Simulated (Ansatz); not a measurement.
G0W0 rungs for Cs2PbI2Cl2 (I4/mmm).

```
Cs Pb I Cl
1.0
    -2.88390    2.88390    9.74281
     2.88390   -2.88390    9.74281
     2.88390    2.88390   -9.74281
Cs Pb I Cl
2 1 2 2
Direct
  0.36865 0.36865 0.00000
  0.63135 0.63135 0.00000
  0.00000 0.00000 0.00000
  0.16633 0.16633 0.00000
  0.83367 0.83367 0.00000
  0.50000 0.00000 0.50000
  0.00000 0.50000 0.50000
```

The cell and positions are those that the Materials Project relaxed with its own functionals (PBE, PBE+U or r2SCAN), kept fixed. Spin-orbit coupling is left out unless a run names it.

Runs so far (Ansatz 0.2.0, start PBE, PAW set soft_1 files, 4×4×4 mesh). Times are wall times on 1 × NVIDIA H100 80GB HBM3 (shared by 6 runs) with 2 threads of AMD EPYC 7R13 (Zen 3), shared host, good to a factor of about two.

```
bands summed  cutoff (eV)  gap on the mesh (eV)  time
         219           39                 3.806  43 s
         547           78                 3.932  77 s
```

Q: What should the next rung give, with 1130 bands and screening to 130 eV, and where is the limit?

The error falls about as one over the bands when the cutoff rises with them. A line through the two highest rungs given predicts 3.976 eV; the run gave 4.046 eV, a miss of 0.070 eV, so the law fails here: the steps don't follow it yet. The two highest rungs put the limit near 4.152 eV, the pair below near 4.016 eV; neither can be trusted until a further rung is run.

Gaps are over the mesh's points; an edge off the mesh would be missed. Limits: not at the basis limit; no spin-orbit coupling.

[Paths, hosts, dates, memory and timing lines, banners, echoed tables and standing remarks are left out of the program output.]

[Logs are printed without paths, hosts, clocks, repeated set-up lines and the standing remarks that a program may print on its own settings, such as how far it seeks lower states.]

[Runs of the session that timed out or met a known fault of the program may be left out.]

[Cells called generated may have been cut or substituted from an entry of the Crystallography Open Database or the Materials Project.]

[Hosts, paths, dates, database ids (printed as entryN), source tags and the programs' standing remarks are cut or masked in the printed files.]
